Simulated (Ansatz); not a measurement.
# How fast states decay through LaAlCu2S4, part 2 of 3

Aim: relax a made-up compound, LaAlCu2S4, and see how good a tunnel barrier it would be. It is built by putting Cu for Ag, La for In in the AlInAg2S4 structure of space group I-4, with the volume rescaled by atomic radii. The parent structure comes from the Materials Project.

Ansatz 0.2.0; r2SCAN DFT, plane waves, PAW files (the session's first sound run).

So far. Step 2 (Relaxing the new crystal): The largest force component on a free atom ends at 0.0039 eV/Å. Step 3 (The bulk crystal and its band edges): The searched edges give 1.76 eV, against 1.77 eV on the mesh.

The structure was built from a prototype and need not be the compound's stable phase.

## (4) Decaying states in the gap

This step: r2SCAN DFT, plane waves, PAW files; complex bands by layer matching along the plane's normal (Ansatz 0.2.0).

The same crystal is laid in a cell whose first two vectors span the (001) plane (indices of the standard conventional cell, whose axes can be ordered otherwise than in the bulk input). At fixed energy and wavevector in the plane the solver finds all kz, real and complex. A few wavevectors are listed, (0, 0) and (0.4583, 0.2083) in units of the plane's reciprocal vectors; the slowest state needn't be among them.

The input, input.yaml:

```yaml
crystal:
  lattice:
    - [5.514026144, 0.0, 0.0]
    - [0.0, 5.514026144, 0.0]
    - [2.757013072, 2.757013072, 5.689209145]
  atoms:
    - { symbol: Al, position: [0.25, 0.75, 0.5] }
    - { symbol: La, position: [0.0, 0.0, 0.0] }
    - { symbol: Cu, position: [0.75, 0.25, 0.5] }
    - { symbol: Cu, position: [0.5, 0.5, 0.0] }
    - { symbol: S, position: [0.419099684, 0.434249295, 0.7154016019] }
    - { symbol: S, position: [0.8654987141, 0.8503491031, 0.7154016019] }
    - { symbol: S, position: [0.565750705, 0.1345012859, 0.2845983981] }
    - { symbol: S, position: [0.1496508969, 0.580900316, 0.2845983981] }
kpoints:
  mp_grid: { grid: [6, 6, 6] }
scf:
  occupations: { method: fixed }
hamiltonian:
  xc: r2scan
output:
  eigenvalues: true
  transmission:
    leads: [[0, 0]]
    kpoints: [[0.0, 0.0], [0.4583, 0.2083]]
    e_range: [-1.0, 2.76]
    de: 0.08
```

Run with:

```console
$ ansatz run input.yaml --threads 2 --pin off --max-ram 4096MiB --backend cpu --events-out ev --progress --plain --runs-dir out
```

Numbers of over 12 decimals in the logs are rounded to 6 here.

What it wrote:

```text
[...]
Crystal: 8 atoms, lattice volume = 172.977 Å³
Basis set: ecut = 500 eV, 4373 PW (Γ), exchange–correlation on 180×180×216 points (64 copies of the dense FFT grid, shifted against one another)
Bands: 46, of which v1, the nominal top of the filled ones, is band 38 counted from 1 (37 counted from 0)
Symmetry: 4 space group operations
[...]
k-points: 36 of 216 (time reversal used)
[...]
SCF iter   1: F=—  HF=-23700.142520 eV  |F-HF|=—  |Δ(HF+E_count)|=         —  Δρ=2.19e-2  dr2=6.48e-1  dr2_τ=4.34e-2  ethr=1.77e-3  ⟨swp⟩=5.4  Hψ=5869  notcnv=0  defer=201
[...]
SCF iter  10: F=-23700.146621 eV  HF=-23700.146621 eV  |F-HF|=3.24e-9  |Δ(HF+E_count)|=   2.75e-8  Δρ=1.86e-6  dr2=1.38e-8  dr2_τ=1.86e-10  ethr=1.32e-10  ⟨swp⟩=9.4  Hψ=5369  notcnv=0
SCF 1 converged in 10 iterations: F = -23700.146621 eV  dr2 = 1.38e-8
[...]
transmission: 8 of 16 steps passed
transmission: 16 of 16 steps passed
SCF converged after 10 iterations
Free energy (F): -23700.146621 eV
[...]
Internal energy: -23700.146621 eV  (E = F + TS)
E sigma→0 (E₀):  -23700.146621 eV
Fermi energy:    7.359156 eV
[...]
--- Band table (eV; the first three rows and the last of 36) ---
  k-point 0: bands = [... 34 lower, 6.2629, 7.2014, 7.2014, 7.2203, 9.1321, 9.2534, 10.1425, 10.1425, ... 4 higher]
  k-point 1: bands = [... 34 lower, 6.3371, 7.1029, 7.1929, 7.1929, 9.2867, 9.4642, 10.0884, 10.0884, ... 4 higher]
  k-point 2: bands = [... 34 lower, 6.3653, 6.9212, 7.0435, 7.0435, 9.5145, 9.7741, 9.9160, 10.0509, ... 4 higher]
  k-point 35: bands = [... 34 lower, 6.7611, 6.9256, 6.9670, 7.3080, 9.9772, 10.0977, 10.1818, 10.2143, ... 4 higher]
--- Transmission ---
  basis      : 325 plane waves across, 8 finite elements along
  points     : 2, as listed
  energies   : 48 from -1.000000 to 2.760000 eV about the Fermi level, 0.080000 eV apart; the leads are filled to 0.886465 eV, and channels, transmission and decay are at 0.920000 eV
  crystal 0  : La1Cu2S4Al1, at the sites [0, 0], period 5.6892 Å: whole cells are its period
    offset         : up to 0.0000 Å between an atom of the period and one for which it stands
    channels       : 0.000000e0 a spin
    conductance    : none, the energies end too early or step too widely for 300 K: set another output.transmission.e_range or a lower de, or, where they end at an eighth of basis.ecutwfc, a higher one
    slowest decay  : 0.2474 /Å at (0.0000, 0.0000)
```

The job ended after 2 min (2 threads of Arm Neoverse V1, shared host; peak memory 1.6 GiB; 3.9 min of CPU time).

This step gave:

```
level to which the leads are filled                       : 0.8865 eV from the Fermi level
decay constant at the filling level, zone centre          : 0.2474 Å⁻¹
decay constant at the filling level, slowest listed point : 0.2474 Å⁻¹
```

K parallel (0, 0); values up to 1.5 1/Å, a degenerate pair printed once or twice; energies at which all values exceed this have no row. The Im kz of the slowest decaying states by energy, zero at the highest filled level on the SCF mesh:

| energy (eV) | decay 1 (Å⁻¹) | decay 2 (Å⁻¹) | decay 3 (Å⁻¹) | decay 4 (Å⁻¹) |
| --- | --- | --- | --- | --- |
| -1.00 | 0.358 | 0.509 | 0.723 | 0.872 |
| -0.84 | 0.330 | 0.357 | 0.488 | 0.773 |
| -0.60 | 0.0444 | 0.187 | 0.338 | 0.454 |
| -0.44 | 0.311 | 0.432 | 0.457 | 0.767 |
| -0.28 | 0.258 | 0.424 | 0.447 | 0.776 |
| -0.04 | 0.141 | 0.208 | 0.416 | 0.433 |
| 0.12 | 0.204 | 0.265 | 0.410 | 0.425 |
| 0.28 | 0.234 | 0.298 | 0.404 | 0.416 |
| 0.52 | 0.253 | 0.329 | 0.393 | 0.401 |
| 0.68 | 0.255 | 0.342 | 0.384 | 0.389 |
| 0.92 | 0.247 | 0.354 | 0.367 | 0.368 |
| 1.08 | 0.235 | 0.351 | 0.352 | 0.358 |
| 1.24 | 0.217 | 0.331 | 0.333 | 0.359 |
| 1.48 | 0.174 | 0.287 | 0.295 | 0.355 |
| 1.64 | 0.126 | 0.233 | 0.266 | 0.350 |
| 1.80 | 0.139 | 0.230 | 0.341 | 0.405 |
| 2.04 | 0.152 | 0.320 | 0.364 | 0.434 |
| 2.20 | 0.0288 | 0.300 | 0.340 | 0.415 |
| 2.36 | 0.148 | 0.271 | 0.315 | 0.394 |
| 2.60 | 0.178 | 0.274 | 0.281 | 0.355 |
| 2.76 | 0.132 | 0.241 | 0.326 | 0.358 |

K parallel (0.4583, 0.2083); values up to 1.5 1/Å, a degenerate pair printed once or twice; energies at which all values exceed this have no row. Table of Im kz of the slowest decaying states by energy, zero at the highest filled level on the SCF mesh:

| energy (eV) | decay 1 (Å⁻¹) | decay 2 (Å⁻¹) | decay 3 (Å⁻¹) | decay 4 (Å⁻¹) |
| --- | --- | --- | --- | --- |
| -1.00 | 0.0666 | 0.184 | 0.284 | 0.361 |
| -0.84 | 0.114 | 0.208 | 0.217 | 0.299 |
| -0.60 | 0.162 | 0.189 | 0.345 | 0.647 |
| -0.44 | 0.0808 | 0.129 | 0.160 | 0.298 |
| -0.28 | 0.142 | 0.192 | 0.396 | 0.432 |
| -0.04 | 0.207 | 0.294 | 0.486 | 0.515 |
| 0.12 | 0.277 | 0.294 | 0.492 | 0.533 |
| 0.28 | 0.338 | 0.344 | 0.490 | 0.538 |
| 0.52 | 0.391 | 0.391 | 0.485 | 0.533 |
| 0.68 | 0.412 | 0.414 | 0.485 | 0.525 |
| 0.92 | 0.435 | 0.437 | 0.490 | 0.510 |
| 1.08 | 0.445 | 0.447 | 0.494 | 0.497 |
| 1.24 | 0.453 | 0.457 | 0.484 | 0.498 |
| 1.48 | 0.460 | 0.463 | 0.475 | 0.502 |
| 1.64 | 0.442 | 0.476 | 0.492 | 0.501 |
| 1.80 | 0.422 | 0.444 | 0.484 | 0.497 |
| 2.04 | 0.387 | 0.400 | 0.465 | 0.474 |
| 2.20 | 0.359 | 0.368 | 0.442 | 0.442 |
| 2.36 | 0.325 | 0.329 | 0.363 | 0.397 |
| 2.60 | 0.228 | 0.241 | 0.269 | 0.354 |
| 2.76 | 0.0337 | 0.154 | 0.185 | 0.209 |

At the listed wavevectors the last open channel is at -0.04 eV and the next at +1.80 eV on the grid. At +0.92 eV, the grid energy nearest the filling level (the middle of the gap on the SCF mesh), the slowest state at the listed wavevectors decays with κ = 0.247 Å⁻¹, its amplitude falling by e over 4.0 Å. Through 1 nm of this crystal that state's transmission falls by exp(−2 × 0.247 Å⁻¹ × 10 Å) = 0.0071.

## (5) Decay over the two-dimensional zone

The listed points could miss the slowest state, so one energy near mid-gap is solved on a mesh of 8×8.

input.yaml, as its differences from that of step 4:

```diff
@@ -22,6 +22,2 @@
   eigenvalues: true
-  transmission:
-    leads: [[0, 0]]
-    kpoints: [[0.0, 0.0], [0.4583, 0.2083]]
-    e_range: [-1.0, 2.76]
-    de: 0.08
+  transmission: { leads: [[0, 0]], kmesh: [8, 8], e_range: [0.88, 0.89], de: 0.05 }
```

What it wrote:

```text
[...]
Crystal: 8 atoms, lattice volume = 172.977 Å³
Basis set: ecut = 500 eV, 4373 PW (Γ), exchange–correlation on 180×180×216 points (64 copies of the dense FFT grid, shifted against one another)
Bands: 46, of which v1, the nominal top of the filled ones, is band 38 counted from 1 (37 counted from 0)
Symmetry: 4 space group operations
[...]
k-points: 36 of 216 (time reversal used)
[...]
SCF iter   1: F=—  HF=-23700.142520 eV  |F-HF|=—  |Δ(HF+E_count)|=         —  Δρ=2.19e-2  dr2=6.48e-1  dr2_τ=4.34e-2  ethr=1.77e-3  ⟨swp⟩=5.4  Hψ=5869  notcnv=0  defer=201
[...]
SCF iter  10: F=-23700.146621 eV  HF=-23700.146621 eV  |F-HF|=3.24e-9  |Δ(HF+E_count)|=   2.75e-8  Δρ=1.86e-6  dr2=1.38e-8  dr2_τ=1.86e-10  ethr=1.32e-10  ⟨swp⟩=9.4  Hψ=5369  notcnv=0
SCF 1 converged in 10 iterations: F = -23700.146621 eV  dr2 = 1.38e-8
[...]
transmission: 32 of 272 steps passed
transmission: 64 of 272 steps passed
[...]
transmission: 272 of 272 steps passed
SCF converged after 10 iterations
Free energy (F): -23700.146621 eV
[...]
Internal energy: -23700.146621 eV  (E = F + TS)
E sigma→0 (E₀):  -23700.146621 eV
Fermi energy:    7.359156 eV
[...]
--- Band table (eV; the first three rows and the last of 36) ---
  k-point 0: bands = [... 34 lower, 6.2629, 7.2014, 7.2014, 7.2203, 9.1321, 9.2534, 10.1425, 10.1425, ... 4 higher]
  k-point 1: bands = [... 34 lower, 6.3371, 7.1029, 7.1929, 7.1929, 9.2867, 9.4642, 10.0884, 10.0884, ... 4 higher]
  k-point 2: bands = [... 34 lower, 6.3653, 6.9212, 7.0435, 7.0435, 9.5145, 9.7741, 9.9160, 10.0509, ... 4 higher]
  k-point 35: bands = [... 34 lower, 6.7611, 6.9256, 6.9670, 7.3080, 9.9772, 10.0977, 10.1818, 10.2143, ... 4 higher]
--- Transmission ---
  basis      : 325 plane waves across, 8 finite elements along
  points     : 34, standing for a mesh of 8 x 8
  energies   : 1 from 0.880000 to 0.880000 eV about the Fermi level; the leads are filled to 0.886465 eV, and channels, transmission and decay are at 0.880000 eV
[...]
channels       : 0.000000e0 a spin
    conductance    : none, crystal 0 has no channel at the energies, or these end too early or step too widely for 300 K: set another output.transmission.e_range or a lower de, or, where they end at an eighth of basis.ecutwfc, a higher one
    slowest decay  : 0.2496 /Å at (0.0000, 0.0000)
```

Wall time 3.5 min (2 threads); peak memory 1.7 GiB; 7 min of CPU time.

This step gave:

```yaml
least_decay_constant_on_the_mesh: 0.2496 Å⁻¹
```

Slowest decay constant (1/Å; 0 where a channel is open) over k1 and k2. At 0.8800 eV from the Fermi level.

Ten even steps from '0' (0.250) to '9' (0.441):
```
67965777
97733479
77411136
65310135
76311147
99743377
67775697
56976796
```
Columns: k1 (b1) from -0.5 to 0.375; rows upwards: k2 (b2) from -0.5 to 0.375.

The least value on the mesh is 0.250 Å⁻¹ at +0.88 eV. At that energy the listed points give about 0.249 Å⁻¹ by interpolation, so the mesh holds no clearly slower state.

## (6) Band edges at another level, cutoff 420 eV

This step: LDA DFT, plane waves, PAW files (Ansatz 0.2.0).

The edges again with LDA, at the same atoms. Against that run the cutoff is 420 eV against 500.

The input, input.yaml:

```yaml
crystal:
  lattice:
    - [-2.7570130722, 2.7570130722, 5.6892091452]
    - [2.7570130722, -2.7570130722, 5.6892091452]
    - [2.7570130722, 2.7570130722, -5.6892091452]
  atoms:
    - { symbol: Al, position: [0.25, 0.75, 0.5] }
    - { symbol: La, position: [0.0, 0.0, 0.0] }
    - { symbol: Cu, position: [0.75, 0.25, 0.5] }
    - { symbol: Cu, position: [0.5, 0.5, 0.0] }
    - { symbol: S, position: [0.1496508969, 0.1345012859, 0.5687505809] }
    - { symbol: S, position: [0.565750705, 0.580900316, 0.4312494191] }
    - { symbol: S, position: [0.419099684, 0.8503491031, 0.9848503891] }
    - { symbol: S, position: [0.8654987141, 0.434249295, 0.0151496109] }
kpoints:
  mp_grid: { grid: [6, 6, 6] }
  band_path: { path: [VBM, CBM], npoints: 30 }
scf:
  occupations: { method: fixed }
hamiltonian:
  xc: lda
output:
  eigenvalues: true
```

What it wrote:

```text
[...]
Crystal: 8 atoms, lattice volume = 172.977 Å³
Basis set: ecut = 420 eV, 3403 PW (Γ)
Bands: 46, of which v1, the nominal top of the filled ones, is band 38 counted from 1 (37 counted from 0)
Symmetry: 4 space group operations
[...]
k-points: 36 of 216 (time reversal used)
[...]
SCF iter   1: F=—  HF=-23186.473914 eV  |F-HF|=—  |Δ(HF+E_count)|=         —  Δρ=1.17e-2  dr2=1.32e-1  ethr=1.77e-3  ⟨swp⟩=5.2  Hψ=6151  notcnv=0  defer=122
[...]
SCF iter   9: F=-23186.445234 eV  HF=-23186.445234 eV  |F-HF|=5.27e-8  |Δ(HF+E_count)|=   1.45e-8  Δρ=6.41e-6  dr2=5.47e-8  ethr=1.32e-10  ⟨swp⟩=10.6  Hψ=5582  notcnv=0
SCF 1 converged in 9 iterations: F = -23186.445234 eV  dr2 = 5.47e-8
[...]
SCF converged after 9 iterations
Free energy (F): -23186.445234 eV
[...]
Internal energy: -23186.445234 eV  (E = F + TS)
E sigma→0 (E₀):  -23186.445234 eV
Fermi energy:    7.120514 eV
[...]
--- Band table (eV; the first three rows and the last of 36) ---
  k-point 0: bands = [... 34 lower, 5.9606, 6.9410, 6.9410, 6.9579, 8.4578, 8.7727, 9.4928, 9.4928, ... 4 higher]
  k-point 1: bands = [... 34 lower, 6.1111, 6.8129, 6.9720, 6.9849, 8.8493, 9.3415, 9.4606, 9.5227, ... 4 higher]
  k-point 2: bands = [... 34 lower, 6.2470, 6.7750, 6.8417, 7.0735, 9.3102, 9.4106, 9.4831, 9.5373, ... 4 higher]
  k-point 35: bands = [... 34 lower, 6.3047, 6.5160, 6.5212, 6.5212, 9.0284, 9.0321, 9.4802, 9.4877, ... 4 higher]
```

Wall time 83 s (2 threads); peak memory 0.54 GiB; 2.8 min of CPU time.

This step gave:

- free energy: -23186.4452 eV
- Fermi energy: 7.121 eV
- gap on the k-mesh: 1.337 eV
- gap on path: 1.329 eV, by band count; negative where bands overlap
- direct gap on path: 1.500 eV
- edge places on path: 0, 0.5767 1/A along the path

The electronic bands at the labelled points (eV, zero at the Fermi level (highest filled level under fixed occupations); v1 is the highest filled band, c1 the lowest empty one):

```
  point     v4     v3     v2     v1    c1    c2    c3    c4
    VBM  -0.94  -0.52  -0.20   0.01  2.23  2.34  2.37  2.42
halfway  -1.01  -0.32  -0.20  -0.09  1.87  2.18  2.35  2.41
    CBM  -1.16  -0.18  -0.18  -0.16  1.34  1.65  2.37  2.37
```

The searched edges give 1.33 eV, against 1.34 eV on the mesh.

(Part 2 of 3 ends here.)

[Logs are printed without paths, hosts, clocks, repeated set-up lines and the standing remarks that a program may print on its own settings, such as how far it seeks lower states.]

[Hosts, paths, dates, database ids (printed as entryN), source tags and the programs' standing remarks are cut or masked in the printed files.]
